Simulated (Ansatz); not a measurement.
CsH (rocksalt (001) film, 5 layers), computed twice by G0W0.

The cell holds 10 atoms: 5 Cs and 5 H. Cell: a = 4.509 Å, b = 4.509 Å, c = 47.400 Å, α = 90.0°, β = 90.0°, γ = 90.0°. It derives from CsH. Vacuum lies along c.

```xyz
10
Lattice="4.5085 0.0000 0.0000 0.0000 4.5085 0.0000 0.0000 0.0000 47.4000" Properties=species:S:1:pos:R:3
Cs    0.0000    0.0000   17.6470
H     2.2543    2.2543   17.7046
Cs    2.2543    2.2543   20.6783
H     0.0000    0.0000   20.6401
Cs    0.0000    0.0000   23.7000
H     2.2543    2.2543   23.7000
Cs    2.2543    2.2543   26.7217
H     0.0000    0.0000   26.7599
Cs    0.0000    0.0000   29.7530
H     2.2543    2.2543   29.6954
```

The structure was relaxed with LDA (ions only). The runs that relaxed it are not among those shown. Spin-orbit coupling is left out unless a run names it. PAW set soft_2, made with PBE.

The first (Ansatz 0.2.0; start LDA, 4×4×1 mesh, 660 empty bands, screening to 45 eV; 4 threads of Arm Neoverse V2, shared host) gave, on its mesh: starting gap 1.96 eV, G0W0 gap 4.17 eV, mean of 1 + 4πα/V (set by the cell height) 1.56, 7.2 min.

The second gave: starting gap 1.96 eV, G0W0 gap 4.11 eV, mean of 1 + 4πα/V (set by the cell height) 1.57, 1.9 min.

**Question.** What was changed in the input? Choose among start, files, mesh, bands and cutoff, frequency model or another key.

Changed: empty bands from 660 to 273 and screening cutoff (eV) from 45.0 to 25. The starting gap stayed, which rules out the functional and points to the GW step. Other changes could give like numbers; this is the one that was made.

Limits: not at the basis limit; coarse mesh for a sheet; no spin-orbit coupling.

[Paths, hosts, dates, memory and timing lines, banners, echoed tables and standing remarks are left out of the program output.]

[Logs are printed without paths, hosts, clocks, repeated set-up lines and the standing remarks that a program may print on its own settings, such as how far it seeks lower states.]

[Runs of the session that timed out or met a known fault of the program may be left out.]

[Cells called generated may have been cut or substituted from an entry of the Crystallography Open Database or the Materials Project.]

[Hosts, paths, dates, database ids (printed as entryN), source tags and the programs' standing remarks are cut or masked in the printed files.]
